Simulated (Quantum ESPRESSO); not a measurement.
# Magnetic state of Fe2B from several starts, part 2 of 2

A self-consistent run ends on one state, which hangs on the start. Several orders of Fe2B are started in Quantum ESPRESSO and their energies compared.

Quantum ESPRESSO 7.5; LDA; plane waves with GBRV 1.5 LDA potentials, no spin-orbit coupling.

So far, absolute magnetization (μB): step 2 (run 1, typed as ferro ++++) 7.71.

The database entry behind the starting cell differs from later determinations by our own check (0.1 to 0.3 % short, probably kX units), so it need not match the best structure at ambient conditions.

## 3. Run 2 (antiferro ++−−)

Input file pw.in:

```
&CONTROL
  calculation = 'scf'
  prefix = 'pwscf'
  outdir = './tmp'
  pseudo_dir = './pseudo'
  disk_io = 'nowf'
/
&SYSTEM
  ibrav = 0
  nat = 6
  ntyp = 3
  ecutwfc = 40
  ecutrho = 280
  nbnd = 46
  occupations = 'smearing'
  smearing = 'fd'
  degauss = 0.00734986
  nspin = 2
  starting_magnetization(1) = 0.175
  starting_magnetization(2) = -0.175
  starting_magnetization(3) = 0
/
&ELECTRONS
  conv_thr = 1.2d-08
  electron_maxstep = 150
  mixing_beta = 0.3
/
ATOMIC_SPECIES
Fe1    55.8450 fe_lda_v1.5.uspp.F.UPF
Fe2    55.8450 fe_lda_v1.5.uspp.F.UPF
B      10.8100 b_lda_v1.4.uspp.F.UPF
CELL_PARAMETERS angstrom
  -2.5495000000    2.5495000000    2.1200000000
   2.5495000000   -2.5495000000    2.1200000000
   2.5495000000    2.5495000000   -2.1200000000
ATOMIC_POSITIONS crystal
Fe1     0.1670000000    0.6670000000    0.8340000000
Fe1     0.3330000000    0.1670000000    0.5000000000
Fe2     0.8330000000    0.3330000000    0.1660000000
Fe2     0.6670000000    0.8330000000    0.5000000000
B       0.7500000000    0.7500000000    0.0000000000
B       0.2500000000    0.2500000000    0.0000000000
K_POINTS automatic
8 8 8 0 0 0
```

Run with:

```
OMP_NUM_THREADS=1 mpirun -n 4 pw.x -nk 4 -in pw.in > pw.out
```

The log of the run:

```text
[banner, memory and clock lines left out]
Program PWSCF v.7.5 starts

     Message from routine setup:
     using ibrav=0 with symmetry is DISCOURAGED, use correct ibrav instead

     bravais-lattice index     =            0
     lattice parameter (alat)  =       7.9040  a.u.
     unit-cell volume          =     371.9654 (a.u.)^3
     number of atoms/cell      =            6
     number of atomic types    =            3
     number of electrons       =        70.00
     number of Kohn-Sham states=           46
     kinetic-energy cutoff     =      40.0000  Ry
     charge density cutoff     =     280.0000  Ry
     scf convergence threshold =      1.2E-08
     mixing beta               =       0.3000
     number of iterations used =            8  plain     mixing
     Exchange-correlation=  SLA  PZ   NOGX NOGC
                           (   1   1   0   0   0   0   0)

     celldm(1)=   7.904004  celldm(2)=   0.000000  celldm(3)=   0.000000
     celldm(4)=   0.000000  celldm(5)=   0.000000  celldm(6)=   0.000000

     crystal axes: (cart. coord. in units of alat)
               a(1) = (  -0.609546   0.609546   0.506859 )
               a(2) = (   0.609546  -0.609546   0.506859 )
               a(3) = (   0.609546   0.609546  -0.506859 )

     reciprocal axes: (cart. coord. in units 2 pi/alat)
               b(1) = ( -0.000000  0.820282  0.986467 )
               b(2) = (  0.820282 -0.000000  0.986467 )
               b(3) = (  0.820282  0.820282  0.000000 )

     PseudoPot. # 1 for Fe read from file:
     fe_lda_v1.5.uspp.F.UPF
     Pseudo is Ultrasoft + core correction, Zval = 16.0

     PseudoPot. # 2 for Fe read from file:
     fe_lda_v1.5.uspp.F.UPF
     Pseudo is Ultrasoft + core correction, Zval = 16.0

     PseudoPot. # 3 for B  read from file:
     b_lda_v1.4.uspp.F.UPF
     Pseudo is Ultrasoft + core correction, Zval =  3.0

     atomic species   valence    mass     pseudopotential
     Fe1              16.00    55.84500     Fe( 1.00)
     Fe2              16.00    55.84500     Fe( 1.00)
     B                 3.00    10.81000     B ( 1.00)

     Starting magnetic structure
     atomic species   magnetization
     Fe1             0.175
     Fe2            -0.175
     B               0.000

      4 Sym. Ops. (no inversion) found ( 2 have fractional translation)

   Cartesian axes

     site n.     atom                  positions (alat units)
         1        Fe1    tau(   1) = (   0.8131348   0.2035885   0.0000000  )
         2        Fe1    tau(   2) = (   0.2035885   0.4059579   0.0000000  )
         3        Fe2    tau(   3) = (  -0.2035885   0.4059579   0.5068595  )
         4        Fe2    tau(   4) = (   0.4059579   0.2035885   0.5068595  )
         5        B      tau(   5) = (   0.0000000   0.0000000   0.7602892  )
         6        B      tau(   6) = (   0.0000000   0.0000000   0.2534297  )

     number of k points=    95  Fermi-Dirac smearing, width (Ry)=  0.0073
                       cart. coord. in units 2pi/alat
        k(    1) = (   0.0000000   0.0000000   0.0000000), wk =   0.0019531
        k(    2) = (   0.1025353   0.1025353   0.0000000), wk =   0.0078125
        k(    3) = (   0.2050705   0.2050705   0.0000000), wk =   0.0078125
        k(    4) = (   0.3076058   0.3076058   0.0000000), wk =   0.0078125
        k(    5) = (  -0.4101411  -0.4101411   0.0000000), wk =   0.0039062
        [... 90 further k-points ...]

     Dense  grid:    29397 G-vectors     FFT dimensions: (  48,  48,  45)

     Smooth grid:    12681 G-vectors     FFT dimensions: (  32,  32,  32)

     Check: negative core charge=   -0.000056
     Generating pointlists ...
     new r_m :   0.2145 (alat units)  1.6956 (a.u.) for type    1
     new r_m :   0.2145 (alat units)  1.6956 (a.u.) for type    2
     new r_m :   0.2091 (alat units)  1.6526 (a.u.) for type    3

     Initial potential from superposition of free atoms

     starting charge      65.9995, renormalised to      70.0000
     Starting wfcs are   60 randomized atomic wfcs

     Self-consistent Calculation

     iteration #  1     ecut=    40.00 Ry     beta= 0.30
     Davidson diagonalization with overlap
     ethr =  1.00E-02,  avg # of iterations =  2.0

     total energy              =   -1011.19420986 Ry
     estimated scf accuracy    <      11.49004841 Ry

     total magnetization       =    -0.00 Bohr mag/cell
     absolute magnetization    =     6.69 Bohr mag/cell

     iteration #  2     ecut=    40.00 Ry     beta= 0.30
     Davidson diagonalization with overlap
     ethr =  1.00E-02,  avg # of iterations =  2.7

     total energy              =   -1013.72128622 Ry
     estimated scf accuracy    <       2.39075851 Ry

     total magnetization       =    -0.00 Bohr mag/cell
     absolute magnetization    =     6.91 Bohr mag/cell

     [... further iterations left out ...]

     iteration # 27     ecut=    40.00 Ry     beta= 0.30
     Davidson diagonalization with overlap
     ethr =  3.38E-11,  avg # of iterations =  3.4

     total energy              =   -1014.11464066 Ry
     estimated scf accuracy    <       0.00000003 Ry

     total magnetization       =     0.00 Bohr mag/cell
     absolute magnetization    =     0.04 Bohr mag/cell

     iteration # 28     ecut=    40.00 Ry     beta= 0.30
     Davidson diagonalization with overlap
     ethr =  3.38E-11,  avg # of iterations =  5.0

     Magnetic moment per site  (integrated on atomic sphere of radius R)
     atom   1 (R=0.215)  charge= 13.7681  magn=  0.0037
     atom   2 (R=0.215)  charge= 13.7681  magn=  0.0037
     atom   3 (R=0.215)  charge= 13.7680  magn= -0.0029
     atom   4 (R=0.215)  charge= 13.7680  magn= -0.0029
     atom   5 (R=0.209)  charge=  2.0273  magn= -0.0000
     atom   6 (R=0.209)  charge=  2.0273  magn= -0.0000

     End of self-consistent calculation

     Number of k-points >= 100: set verbosity='high' to print the bands.

     the Fermi energy is    17.5883 ev

!    total energy              =   -1014.11464301 Ry
     estimated scf accuracy    <          7.3E-09 Ry
     smearing contrib. (-TS)   =      -0.02831066 Ry
     internal energy E=F+TS    =   -1014.08633235 Ry

     The total energy is F=E-TS. E is the sum of the following terms:
     one-electron contribution =    -485.59932838 Ry
     hartree contribution      =     284.27433007 Ry
     xc contribution           =    -120.91828222 Ry
     ewald contribution        =    -691.84305182 Ry

     total magnetization       =     0.00 Bohr mag/cell
     absolute magnetization    =     0.01 Bohr mag/cell

     convergence has been achieved in  28 iterations
```

The job ended after 1.7 min (4 MPI ranks of Intel Xeon 6975P-C (Granite Rapids), shared host; peak memory 0.62 GiB).

Spin moment in the atom's sphere by atom:

```tsv
atom	spin moment in the atom's sphere (μB)
Fe1	0.0037
Fe2	0.0037
Fe3	-0.0029
Fe4	-0.0029
B5	0.0000
B6	0.0000
```

This step gave:

```yaml
smearing_term_ts: 0.3852 eV
magnetization: 0 μB
absolute_magnetization: 0.014 μB
final_state: non-magnetic
```

Valence density in the ab plane of the conventional cell at fractional z = 0.000, with atoms of Fe within 0.2 Å of it. It is the smooth field of the valence electrons, not physical close to the nuclei.

Ten even steps from '_' (0 e/Å³) to '@' (23 e/Å³), each cell a mean:
```
________::..________________
______--%%%%..______________
______::%%%%..________....__
________....________::%%##..
____________________--@@%%..
______________________::::__
____________________________
__::**--____________________
__**@@##____________________
__::++--________::++::______
________________**@@##______
________________--##==______
____________________________
```
Columns run along a (5.1 Å), rows up along b (5.1 Å), edges of the conventional cell, whose origin can differ from the input's. Atoms in or near the plane, at fractional coordinates: Fe at (0.67, 0.17), Fe at (0.17, 0.33), Fe at (0.33, 0.83), Fe at (0.83, 0.67).

## 4. Run 3 (antiferro +−+−)

pw.in: that of step 3 with these lines changed.

```diff
@@ -37,4 +37,4 @@
 Fe1     0.1670000000    0.6670000000    0.8340000000
-Fe1     0.3330000000    0.1670000000    0.5000000000
-Fe2     0.8330000000    0.3330000000    0.1660000000
+Fe2     0.3330000000    0.1670000000    0.5000000000
+Fe1     0.8330000000    0.3330000000    0.1660000000
 Fe2     0.6670000000    0.8330000000    0.5000000000
```

The log of the run:

```text
     [... lines left out ...]
Program PWSCF v.7.5 starts
     [... lines left out ...]
     number of atoms/cell      =            6
     [... lines left out ...]
     number of electrons       =        70.00
     number of Kohn-Sham states=           46
     kinetic-energy cutoff     =      40.0000  Ry
     charge density cutoff     =     280.0000  Ry
     scf convergence threshold =      1.2E-08
     [... lines left out ...]
      8 Sym. Ops., with inversion, found ( 4 have fractional translation)
     [... lines left out ...]
     number of k points=    95  Fermi-Dirac smearing, width (Ry)=  0.0073
     [... lines left out ...]
     iteration # 16     ecut=    40.00 Ry     beta= 0.30
     [... lines left out ...]
     Magnetic moment per site  (integrated on atomic sphere of radius R)
     atom   1 (R=0.215)  charge= 13.7664  magn=  1.2381
     atom   2 (R=0.215)  charge= 13.7664  magn= -1.2395
     atom   3 (R=0.215)  charge= 13.7664  magn=  1.2381
     atom   4 (R=0.215)  charge= 13.7664  magn= -1.2395
     atom   5 (R=0.209)  charge=  2.0383  magn=  0.0000
     atom   6 (R=0.209)  charge=  2.0383  magn=  0.0000
     [... lines left out ...]
     the Fermi energy is    17.6653 ev
!    total energy              =   -1014.11812922 Ry
     estimated scf accuracy    <          9.8E-09 Ry
     smearing contrib. (-TS)   =      -0.02232008 Ry
     [... lines left out ...]
     total magnetization       =    -0.00 Bohr mag/cell
     absolute magnetization    =     5.34 Bohr mag/cell
     convergence has been achieved in  16 iterations
```

Run time: 50 s. Hardware: 4 MPI ranks; peak memory 0.62 GiB; 3.3 min of CPU time.

Spin moment in the atom's sphere by atom:

```tsv
atom	spin moment in the atom's sphere (μB)
Fe1	1.24
Fe2	-1.24
Fe3	1.24
Fe4	-1.24
B5	0.00
B6	0.00
```

This step gave:

```
smearing term TS       : 0.3037 eV
magnetization          : 0 μB
absolute magnetization : 5.34 μB
final state            : antiferromagnetic
```

## 5. Run 4, typed as no spin polarisation

Input file pw.in:

```
&CONTROL
  calculation = 'scf'
  prefix = 'pwscf'
  outdir = './tmp'
  pseudo_dir = './pseudo'
  disk_io = 'nowf'
/
&SYSTEM
  ibrav = 0
  nat = 6
  ntyp = 2
  ecutwfc = 40
  ecutrho = 280
  nbnd = 46
  occupations = 'smearing'
  smearing = 'fd'
  degauss = 0.00734986
/
&ELECTRONS
  conv_thr = 1.2d-08
  electron_maxstep = 150
  mixing_beta = 0.3
/
ATOMIC_SPECIES
Fe     55.8450 fe_lda_v1.5.uspp.F.UPF
B      10.8100 b_lda_v1.4.uspp.F.UPF
CELL_PARAMETERS angstrom
  -2.5495000000    2.5495000000    2.1200000000
   2.5495000000   -2.5495000000    2.1200000000
   2.5495000000    2.5495000000   -2.1200000000
ATOMIC_POSITIONS crystal
Fe      0.1670000000    0.6670000000    0.8340000000
Fe      0.3330000000    0.1670000000    0.5000000000
Fe      0.8330000000    0.3330000000    0.1660000000
Fe      0.6670000000    0.8330000000    0.5000000000
B       0.7500000000    0.7500000000    0.0000000000
B       0.2500000000    0.2500000000    0.0000000000
K_POINTS automatic
8 8 8 0 0 0
```

The log of the run:

```text
     [... lines left out ...]
Program PWSCF v.7.5 starts
     [... lines left out ...]
     number of atoms/cell      =            6
     [... lines left out ...]
     number of electrons       =        70.00
     number of Kohn-Sham states=           46
     kinetic-energy cutoff     =      40.0000  Ry
     charge density cutoff     =     280.0000  Ry
     scf convergence threshold =      1.2E-08
     [... lines left out ...]
     16 Sym. Ops., with inversion, found ( 8 have fractional translation)
     [... lines left out ...]
     number of k points=    59  Fermi-Dirac smearing, width (Ry)=  0.0073
     [... lines left out ...]
     iteration # 11     ecut=    40.00 Ry     beta= 0.30
     [... lines left out ...]
     the Fermi energy is    17.5883 ev
!    total energy              =   -1014.11464302 Ry
     estimated scf accuracy    <          2.5E-09 Ry
     smearing contrib. (-TS)   =      -0.02831042 Ry
     [... lines left out ...]
     convergence has been achieved in  11 iterations
```

Elapsed: 12 s, on 4 MPI ranks; peak memory 0.43 GiB; 48 s of CPU time.

Read from the output:

```
smearing term TS : 0.3852 eV
final state      : non-magnetic (no spin polarisation)
```

## 6. The states side by side

An order is kept where moments of 0.15 μB or more survive with the typed signs; meshes match where a doubled cell samples the same k points as the first cell.

Orders:

```tsv
start	final state	typed order kept	energy over the lowest (meV a seeded atom)	largest site moment (μB)	net moment (μB a cell of the first run)	mesh matched	CPU time (s)
ferro ++++	ferromagnetic	yes	0	1.787	7.038	yes	116
antiferro ++--	non-magnetic	no	150.5	0.003733	0.001767	yes	404.7
antiferro +-+-	antiferromagnetic	yes	138.6	1.239	0.002887	yes	199.4
no spin polarisation	non-magnetic	-	150.5	0	0	yes	47.83
```

## 7. What came out

| Property | Result |
| --- | --- |
| lowest state found | ferromagnetic (from ferro ++++) |
| largest site moment | 1.79 μB |
| next state with moments | antiferromagnetic, 139 meV a seeded atom higher |
| state without moments | 150 meV a seeded atom higher |

What this shows: 1 start lost its moments. This is the lowest of 4 collinear or spinless starts, no proof of the ground state. A computed site moment is spin alone and hangs on the region that is counted: the program's spheres do not touch and miss the tail of the moment. Measured moments hold any orbital part as well, and belong to the order of the sample, which need not be the order of this run. Energies are free energies at an electronic temperature of 1160 K, which lowers moments and differences where the moments are itinerant.

Computed beside measured:

| quantity | measured | in the sphere |
| --- | --- | --- |
| moment (Fe) (μB) | 1.9 | 1.79 (-5.9 %) |

Measured values from arxiv:2104.13724 (2021).

**Verdict.** The moment is off by -5.9 %. No cell relaxation is part of this session.

[Logs and program files are shortened in this print: banners, set-up blocks, solver, clock and traceback lines can be left out without a mark of their own.]

[Logs are printed without paths, hosts, clocks, repeated set-up lines and the standing remarks that a program may print on its own settings, such as how far it seeks lower states.]

[Hosts, paths, dates, database ids (printed as entryN), source tags and the programs' standing remarks are cut or masked in the printed files.]

[Where a cell is said to come from a database of computed structures, the database is the Materials Project.]
